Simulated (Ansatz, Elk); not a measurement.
# Bonding as seen by X-rays: TiBe4Cd

Structure refinements treat a crystal as free atoms side by side. For a made-up structure of TiBe4Cd (cell and positions from a r2SCAN relaxation) the runs below show what the calculated density changes in F(hkl).

Method: DFT, PBE, all-electron APW+lo, Dirac cores, scalar-relativistic bands, static density, no spin, in Elk 11.2.3 (patched build).

This account leaves out most program logs.

The structure was built from a prototype and need not be the compound's stable phase.

## 1. The structure

Symmetry: F-43m, No. 216, cubic system. The conventional cell has a = 6.509 Å, b = 6.509 Å, c = 6.509 Å, α = 90.00°, β = 90.00°, γ = 90.00°. Cd has 12 Be at 2.71 Å and 4 Ti at 2.82 Å nearest. Ti has 12 Be at 2.69 Å and 4 Cd at 2.82 Å nearest. Be has 6 Be at 2.20 to 2.40 Å and 3 Ti at 2.69 Å and 3 Cd at 2.71 Å nearest. Farther neighbours are not listed.

## 2. Ground state and structure factors

An all-electron density is needed, since X-rays see the cores too. Task 0 finds the density and task 195 Fourier-transforms it; tshift is off so that phases refer to the origin typed.

Input file elk.in:

```
tasks
  0
  195

xctype
  20

spinpol
  .false.

rgkmax
  7.0

gmaxvr
  14.0

lmaxo
  7

lmaxapw
  8

swidth
  0.002

tshift
  .false.

ramdisk
  .false.

hmaxvr
  5.5

maxscl
  120

epspot
  1e-06

sppath
  './'

avec
  0.00000000000 6.15042456964 6.15042456964
  6.15042456964 0.00000000000 6.15042456964
  6.15042456964 6.15042456964 0.00000000000

atoms
  3
  'Cd.in'
  1
  0.7500000000 0.7500000000 0.7500000000   0.000000 0.000000 0.000000
  'Ti.in'
  1
  0.0000000000 -0.0000000000 0.0000000000   0.000000 0.000000 0.000000
  'Be.in'
  4
  0.3695239617 0.3695239617 0.8914281148   0.000000 0.000000 0.000000
  0.3695239617 0.8914281148 0.3695239617   0.000000 0.000000 0.000000
  0.3695239617 0.3695239617 0.3695239617   0.000000 0.000000 0.000000
  0.8914281148 0.3695239617 0.3695239617   0.000000 0.000000 0.000000

ngridk
  6 6 6
```

On the command line:

```bash
> OMP_NUM_THREADS=4 elk
```

Elapsed: 28 s, on 4 threads of Arm Neoverse V2, shared host; peak memory 0.16 GiB; 82 s of CPU time.

SFACRHO.OUT:

```text

h k l indices transformed by vhmat matrix:
   1.000000000       0.000000000       0.000000000    
   0.000000000       1.000000000       0.000000000    
   0.000000000       0.000000000       1.000000000    

      h      k      l  multipl.   |H|            Re(F)            Im(F)           |F|

      0      0      0      1   0.0000000       85.999999      0.95819987E-17   85.999999    
      0      1      0      4  0.88471910       14.769449      -38.296034       41.045375    
      0      0     -1      4  0.88471910       14.769449       38.296034       41.045375    
      0     -1     -1      6   1.0215856      -24.846852     -0.20648716E-09   24.846852    
      2      1      1     12   1.4447402       53.181341     -0.53093802E-10   53.181341    
      0     -1     -2     12   1.6941081       16.931516      -38.090490       41.684070    
     -1     -1      1     12   1.6941081       16.931516       38.090490       41.684070    
     -2      0      0      4   1.7694382      -20.912625       6.9192580       22.027574    
      0      0      2      4   1.7694382      -20.912625      -6.9192580       22.027574    
      0      2      2      6   2.0431712       39.223319      0.41988405E-08   39.223319    
     -1      2      0     12   2.2264942       9.6521367      -29.577636       31.112703    
      0      1     -2     12   2.2264942       9.6521367       29.577636       31.112703    
     -1     -2     -3     24   2.2843349      -18.477484      0.42703113E-09   18.477484    
      2      3      3     12   2.5023635       40.867623     -0.86434030       40.876763    
     -3     -2     -3     12   2.5023635       40.867623      0.86434030       40.876763    
      3      1      3     12   2.6541573       12.531926       31.208568       33.630699    
      3      0      2     12   2.6541573       12.531926      -31.208568       33.630699    
      0      3      0      4   2.6541573       13.704314       30.077426       33.052379
```

Elk indexes on the primitive cell of elk.in and gives |H| = 4π sin θ/λ in inverse bohr. Below, one row stands for each form hkl of the conventional cell (m members, Friedel mates merged), F is for one primitive cell and the density is static (no thermal factor). Free-atom factors are Waasmaier and Kirfel's, and R is Σm||F|−|F'||/Σm|F|.

| hkl | m | sin θ/λ (Å⁻¹) | abs F, DFT | neutral atoms | diff. | abs of complex diff. |
| --- | --- | --- | --- | --- | --- | --- |
| 111 | 8 | 0.133 | 41.045 | 41.535 | -0.490 | 0.500 |
| 200 | 6 | 0.154 | 24.847 | 24.860 | -0.013 | 0.013 |
| 220 | 12 | 0.217 | 53.181 | 53.469 | -0.287 | 0.287 |
| 311 | 24 | 0.255 | 41.684 | 41.810 | -0.126 | 0.147 |
| 222 | 8 | 0.266 | 22.028 | 22.136 | -0.109 | 0.153 |
| 400 | 6 | 0.307 | 39.223 | 39.230 | -0.007 | 0.007 |
| 331 | 24 | 0.335 | 31.113 | 31.109 | +0.003 | 0.011 |
| 420 | 24 | 0.344 | 18.477 | 18.498 | -0.020 | 0.020 |
| 422 | 24 | 0.376 | 40.877 | 40.843 | +0.034 | 0.036 |
| 511 | 24 | 0.399 | 33.631 | 33.585 | +0.046 | 0.048 |
| 333 | 8 | 0.399 | 33.052 | 33.021 | +0.032 | 0.044 |
| 440 | 12 | 0.434 | 43.070 | 43.018 | +0.051 | 0.051 |
| 531 | 48 | 0.454 | 25.554 | 25.483 | +0.071 | 0.072 |
| 442 | 24 | 0.461 | 16.784 | 16.742 | +0.042 | 0.046 |
| 600 | 6 | 0.461 | 15.232 | 15.190 | +0.042 | 0.042 |
| 620 | 24 | 0.486 | 34.608 | 34.502 | +0.105 | 0.105 |
| 533 | 24 | 0.504 | 28.669 | 28.604 | +0.064 | 0.068 |
| 622 | 24 | 0.509 | 16.342 | 16.323 | +0.019 | 0.071 |
| 444 | 8 | 0.532 | 27.559 | 27.444 | +0.115 | 0.116 |
| 551 | 24 | 0.549 | 22.211 | 22.110 | +0.101 | 0.101 |
| 711 | 24 | 0.549 | 22.958 | 22.870 | +0.088 | 0.095 |
| 640 | 24 | 0.554 | 15.783 | 15.766 | +0.018 | 0.018 |

## 3. The highest occupied states alone

An energy window below the Fermi level keeps the highest occupied states, to see at which angles they scatter; shallow core shells can lie inside it and anion s states outside. No new self-consistency is needed.

Changes to elk.in since step 2:

```diff
@@ -1,3 +1,2 @@
 tasks
-  0
   195
@@ -40,2 +39,5 @@
 
+wsfac
+  -0.092520 0.574980
+
 sppath
```

On the command line:

```bash
> OMP_NUM_THREADS=4 elk
```

Wall time 7.1 s (4 threads); peak memory 0.16 GiB; 8.9 s of CPU time.

States within 10 eV below the Fermi level hold 24.00 electrons; any levels below the window count with the cores. Their amplitudes can exceed the total, where window and core parts have opposite phase:

| hkl | sin θ/λ (Å⁻¹) | abs F, window | abs F, all |
| --- | --- | --- | --- |
| 111 | 0.133 | 6.690 | 41.045 |
| 200 | 0.154 | 6.244 | 24.847 |
| 220 | 0.217 | 5.733 | 53.181 |
| 311 | 0.255 | 4.058 | 41.684 |
| 222 | 0.266 | 3.106 | 22.028 |
| 400 | 0.307 | 3.309 | 39.223 |
| 331 | 0.335 | 2.261 | 31.113 |
| 420 | 0.344 | 1.648 | 18.477 |
| 422 | 0.376 | 1.782 | 40.877 |
| 511 | 0.399 | 1.172 | 33.631 |

## 4. Another functional

The difference from free atoms is small, so it is set against the change that LDA (Perdew-Wang) makes.

Changes to elk.in since step 3:

```diff
@@ -1,2 +1,3 @@
 tasks
+  0
   195
@@ -4,3 +5,3 @@
 xctype
-  20
+  3
 
@@ -39,5 +40,2 @@
 
-wsfac
-  -0.092520 0.574980
-
 sppath
```

On the command line:

```bash
> OMP_NUM_THREADS=4 elk
```

Run time: 18 s. Hardware: 4 threads; peak memory 0.16 GiB.

Against the first run R = 0.07 %; the largest change is +0.056 at 444.

## 5. A coarser k-mesh

About half the k-points along each axis test the sampling.

Changes to elk.in since step 4:

```diff
@@ -5,3 +5,3 @@
 xctype
-  3
+  20
 
@@ -64,2 +64,2 @@
 ngridk
-  6 6 6
+  3 3 3
```

On the command line:

```bash
> OMP_NUM_THREADS=4 elk
```

Elapsed: 15 s, on 4 threads; peak memory 0.16 GiB.

Against the first run R = 0.01 %; the largest change is +0.010 at 600.

## 6. Settings against the effect

| run | R against the first run (%) | R against neutral atoms, low angle (%) | wall time |
| --- | --- | --- | --- |
| PBE, rgkmax 7 | 0.00 | 0.49 | 28 s |
| LDA (Perdew-Wang) | 0.07 | 0.53 | 18 s |
| k-mesh 3×3×3 | 0.01 | 0.49 | 15 s |

## 7. Summary of results

| Item | Value |
| --- | --- |
| R against neutral atoms, sin θ/λ < 0.3 Å⁻¹ | 0.49 % |
| R against neutral atoms, 0.3 to 0.82 Å⁻¹ | 0.21 % |

What this shows: Independent neutral atoms miss the calculated amplitudes by R = 0.49 % below 0.3 Å⁻¹ and 0.21 % from there to 0.82 Å⁻¹; by shells, 1.19 % below 0.15 Å⁻¹ (1 form), 0.38 % 0.15 to 0.3 (4 forms), 0.08 % 0.3 to 0.45 (7 forms), 0.23 % above 0.45 (41 forms). Bonding, aspherical density and the tables' own atoms all enter these figures, and the runs don't part them. The largest change of an amplitude is -0.49 electrons, at 111. R counts amplitudes alone; phases shift too. The window's part falls from 24.0 electrons at the origin to at most 0.61 between 0.45 and 0.82 Å⁻¹. Below 0.3 Å⁻¹ the changes that finished (LDA (Perdew-Wang) and k-mesh 3×3×3) move F by R = 0.04 % at most, against the 0.49 % that separates it from free atoms. The basis has no finished test. These runs have no spin, though d or f shells may be open. Part of the difference isn't bonding: the tables are fits to free atoms and ions calculated by other methods than this functional. Thermal motion, anomalous dispersion and extinction are left out.

[Logs are printed without paths, hosts, clocks, repeated set-up lines and the standing remarks that a program may print on its own settings, such as how far it seeks lower states.]

[Hosts, paths, dates, database ids (printed as entryN), source tags and the programs' standing remarks are cut or masked in the printed files.]
